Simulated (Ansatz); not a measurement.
**Structural relaxation of (8,0) carbon nanotube bundle (160 atoms)**

Aim: bring (8,0) carbon nanotube bundle (160 atoms) to a nearby minimum of the energy and see what moves.

Method: Kohn-Sham DFT, PBE+D4, PAW (set soft_2), plane waves, in Ansatz 0.2.0.

## (1) The starting structure

The cell holds 160 atoms: 160 C. Cell: a = 9.564 Å, b = 9.564 Å, c = 21.304 Å, α = 90.0°, β = 90.0°, γ = 120.0°. It derives from C (graphene). Graphene sheet (a = 2.46 Å) rolled into a (8,0) tube of diameter 6.26 Å, 5 periods, hexagonal bundle with 3.3 Å between walls; then minimised and run for 3 ps at 600 K (NVT) with a classical potential, last frame taken.

## (2) Single point at the start

The forces at the start show how far the geometry lies from a minimum of this functional.

The input, input.yaml:

```yaml
crystal:
  lattice:
    - [9.56434, 0.0, 0.0]
    - [-4.78217, 8.28296, 0.0]
    - [0.0, 0.0, 21.30422]
  atoms:
    - { symbol: C, position: [0.31523, 0.33209, 0.06809] }
    - { symbol: C, position: [0.20938, 0.37143, 0.03647] }
    - { symbol: C, position: [0.06699, 0.34365, 0.06787] }
    - { symbol: C, position: [0.92639, 0.27911, 0.03451] }
    [... 150 atom lines left out ...]
    - { symbol: C, position: [0.36296, 0.11653, 0.86835] }
    - { symbol: C, position: [0.37822, 0.24967, 0.83561] }
    - { symbol: C, position: [0.31336, 0.9709, 0.96362] }
    - { symbol: C, position: [0.37976, 0.12762, 0.93665] }
    - { symbol: C, position: [0.38125, 0.25655, 0.96769] }
    - { symbol: C, position: [0.31799, 0.34295, 0.93557] }
kpoints:
  mp_grid: { grid: [2, 2, 1] }
hamiltonian:
  xc: pbe
  dispersion: d4
scf:
  occupations: { method: gaussian, width: 0.05 }
output:
  forces: true
```

Command:

```
$ ansatz run input.yaml --threads 4 --pin off --max-ram 8192MiB --backend cpu --events-out ev --progress --plain --runs-dir out
```

Wall time 67 s (4 threads of Arm Neoverse V2, shared host); peak memory 5.1 GiB; 4.4 min of CPU time.

The program notes that it cut back its work space to fit the memory limit.

Numbers from this run:

| Quantity | Value |
| --- | --- |
| free energy | -40127.9597 eV |
| free energy per atom | -250.7997 eV/atom |
| SCF cycles | 8 |
| r.m.s. force component | 1.494 eV/Å |
| longest force | 6.135 eV/Å |
| Fermi energy | 5.257 eV |

The r.m.s. force component of 1.5 eV/Å sets the starting point.

Length of the force by element:

```tsv
element	coordination	atoms	mean length of the force (eV/Å)	spread	least	most
C	all	160	2.35	1.08	0.364	6.13
```

## (3) Cell and atoms relaxed

The cell is relaxed with the atoms, since the starting lattice needn't suit this functional.

Changes to input.yaml since step 2:

```diff
@@ -16 +16,5 @@
   forces: true
+relax:
+  f_tol: 0.03
+  max_steps: 60
+  cell: {}
```

Wall time 13 min (4 threads); peak memory 5.2 GiB.

Relaxation path:

```tsv
step	energy less that of the first step (eV)	largest force component (eV/Å)	pressure (GPa)	volume (Å³)
1	0.0000	5.8147	0.85	1687.74
2	-10.9465	2.7327	-1.68	1696.64
3	-12.9371	0.5338	-0.04	1683.85
4	-13.0993	0.1159	0.19	1650.40
5	-13.0891	0.0547	0.05	1667.27
6	-13.0746	0.0209	0.01	1673.27
7	-13.0423	0.0214	-0.03	1673.27
8	-13.0516	0.0071	0.00	1671.37
9	-13.0469	0.0074	0.00	1671.37
```

```tsv
cell as run	before	after	change
a (Å)	9.564	9.581	+0.2 %
b (Å)	9.564	9.361	-2.1 %
c (Å)	21.304	21.295	-0.0 %
α (°)	90.00	90.23	+0.3 %
β (°)	90.00	90.11	+0.1 %
γ (°)	120.00	118.94	-0.9 %
volume (Å³/atom)	10.55	10.45	-1.0 %
```

The atoms that moved most (Å, as changes of fractional coordinates times the final cell):

```tsv
atom	dx	dy	dz	length
C29	0.280	-0.165	0.003	0.325
C26	0.250	-0.182	-0.001	0.310
C25	0.186	-0.204	0.042	0.279
C39	-0.165	0.186	-0.013	0.249
C42	-0.159	0.152	0.014	0.221
C147	0.079	-0.204	0.026	0.220
C114	-0.060	-0.204	-0.049	0.218
C90	0.092	-0.188	0.037	0.213
```

The relaxation changed the energy by -81.5 meV/atom, and atoms moved by 0.13 Å r.m.s., 0.33 Å at most.

## (4) Structure statistics after relaxation

Bonds before and after, by the cutoffs listed below:

```tsv
pair	bonds before	bonds after	mean before (Å)	mean after (Å)	spread before (Å)	spread after (Å)
C-C	240	240	1.428	1.425	0.037	0.007
```

Density 1.91 g/cm³, 10.45 Å³ an atom.

Pair distribution function in bins of 0.2 Å:

```tsv
r (Å)	total
1.40	6.15
1.60	0.00
1.80	0.00
2.00	0.00
2.20	0.00
2.40	4.13
2.60	0.00
2.80	1.56
3.00	0.00
3.20	0.20
3.40	0.09
3.60	0.94
3.80	1.63
4.00	0.63
4.20	1.58
4.40	0.77
4.60	0.64
4.80	0.90
5.00	1.42
5.20	0.89
5.40	1.18
5.60	1.03
5.80	0.95
6.00	0.87
6.20	1.42
6.40	1.04
6.60	1.77
6.80	0.48
```

Bonds by pair of elements; cutoffs follow the first minimum of g(r), held within bounds set by covalent radii, and pairs that aren't listed don't count as bonded:

```tsv
pair A-B	cutoff (Å)	bonds	mean length (Å)	spread (Å)	shortest (Å)	B about A	A about B
C-C	1.82	240	1.43	0.007	1.42	3	3
```

How many atoms have how many bonded neighbours:

```tsv
element	mean	3
C	3	160
```

Bond angles (no mean is given where the spread exceeds 20°):

```tsv
angle	count	mean (°)	spread (°)
C-C-C	480	119	1.7
```

Rings of the network by King's shortest-path rule, up to 12 atoms, one path for each pair of neighbours; H, halogens, alkali and alkaline-earth atoms are left out, and the last column divides by all other atoms, bonded or not:

```tsv
ring size (atoms)	rings	per network atom
6	80	0.5
```

Counting bonds as in the table, all C atoms have 3 bonded neighbours. The C-C-C angle averages 119° with a spread of 1.7°. All rings counted have 6 atoms.

## (5) Single point at the relaxed geometry

One more single point at the end of the walk gives the fuller output and checks the residual forces.

The input, input.yaml:

```yaml
crystal:
  lattice:
    - [9.57932, 0.1516, -0.009]
    - [-4.65837, 8.11982, -0.01903]
    - [-0.02004, -0.06052, 21.29466]
  atoms:
    - { symbol: C, position: [0.31738, 0.34435, 0.06765] }
    - { symbol: C, position: [0.21247, 0.38555, 0.0341] }
    - { symbol: C, position: [0.07564, 0.36781, 0.06748] }
    - { symbol: C, position: [0.92781, 0.29481, 0.03369] }
    [... 150 atom lines left out ...]
    - { symbol: C, position: [0.37399, 0.11786, 0.86731] }
    - { symbol: C, position: [0.37492, 0.25085, 0.83399] }
    - { symbol: C, position: [0.31491, 0.96721, 0.96698] }
    - { symbol: C, position: [0.37399, 0.11787, 0.93375] }
    - { symbol: C, position: [0.37493, 0.25086, 0.96755] }
    - { symbol: C, position: [0.31739, 0.34437, 0.93411] }
kpoints:
  mp_grid: { grid: [2, 2, 1] }
hamiltonian:
  xc: pbe
  dispersion: d4
scf:
  occupations: { method: gaussian, width: 0.05 }
output:
  forces: true
  stress: true
  populations: true
  dos:
    method: { smearing: { sigma: 0.1 } }
    de: 0.1
    projected: { site_lists: { C: [C] } }
  eigenvalues: true
  write_density: true
  write_potential: true
  volumetric_format: npy
  elf: true
```

Run time: 3.4 min. Hardware: 4 threads; peak memory 5.4 GiB; 13 min of CPU time.

The program notes that the atoms just miss a symmetry operation and the exchange-correlation potential is rough where the density is thin.

Numbers from this run:

```yaml
free_energy: -40141.0066 eV
free_energy_per_atom: -250.8813 eV/atom
scf_cycles: 8
pressure: -0.004212 GPa
r_m_s_force_component: 0.00381 eV/Å
longest_force: 0.01295 eV/Å
fermi_energy: 5.282 eV
levels_partly_filled_by_over_2_per_cent: 2
spilling_of_the_projection: 0.009503
```

The mean of these charges, 0.038 e, is only the charge that the projection spills.

Löwdin charges by element (they lack the spilled electrons, 0.038 e an atom on average):

```tsv
element	coordination	atoms	mean charge (e)	spread	least	most
C	all	160	0.038	5.0e-4	0.0369	0.0385
```

Density of states as counts of states in windows of 1 eV (from the Fermi level), total and the larger projections:

```tsv
from (eV)	to (eV)	total	C p	C s
-10	-9	33.5	27.4	5.8
-9	-8	31.5	25.5	5.7
-8	-7	72.5	66.8	4.7
-7	-6	56.4	54.1	1.9
-6	-5	42.8	40.6	1.9
-5	-4	47.3	45.9	1.1
-4	-3	50.6	49.7	0.7
-3	-2	32.6	32.3	0.2
-2	-1	22.1	21.9	0.1
-1	0	8.6	8.5	0.0
0	1	12.6	12.0	0.3
1	2	22.7	21.3	0.7
2	3	29.5	27.9	0.3
3	4	27.9	22.6	1.3
4	5	22.8	14.8	1.0
```

Between -20 and -10 eV lie 242 more states.

The levels nearest the highest filled one (over half full), pooled over k-points and spins:

```tsv
level less the highest filled one (eV)	occupation
-0.464	2
-0.348	2
-0.335	2
-0.0295	2.00
-0.0131	1.98
0	1.95
0.135	0.068
0.176	0.003
0.210	0
0.417	0
0.471	0
0.490	0
```

Löwdin charges run from +0.04 to +0.04 e, about a mean that is the spilled charge alone. Within 0.4 eV of the Fermi level the largest share is C p (96 % of the projected weight).

## (6) What came out

| Item | Value |
| --- | --- |
| energy change in the relaxation | -81.54 meV/atom |
| r.m.s. displacement | 0.128 Å |
| largest displacement | 0.325 Å |
| free energy per atom | -250.8813 eV/atom |
| density | 1.909 g/cm³ |
| pressure | -0.004212 GPa |
| r.m.s. force component | 0.00381 eV/Å |
| wall time of the 3 DFT runs | 18 min |

**Reading.** Relaxation lowers the energy by 81.5 meV/atom and moves atoms by 0.13 Å r.m.s.; the r.m.s. force component goes from 1.5 to 0.0038 eV/Å. Displacements are taken in the final cell, so they leave out its strain. By the final cutoffs no bond was broken or made. The cell shrank by 1.0 % in volume. From the first step to the last the energy fell by 13.047 eV, and the largest move was 0.32 Å (C29). The C-C bonds go from 1.428 Å (spread 0.037) to 1.425 Å (spread 0.007). Counting bonds as in the table, all C atoms have 3 bonded neighbours. Counting bands leaves a spacing of only 0.13 eV (on the run's k-points), which the smearing bridges: 2 levels are partly filled by over 2 %, so a gap, if any, is small at this level.

[Logs are printed without paths, hosts, clocks, repeated set-up lines and the standing remarks that a program may print on its own settings, such as how far it seeks lower states.]

[Hosts, paths, dates, database ids (printed as entryN), source tags and the programs' standing remarks are cut or masked in the printed files.]
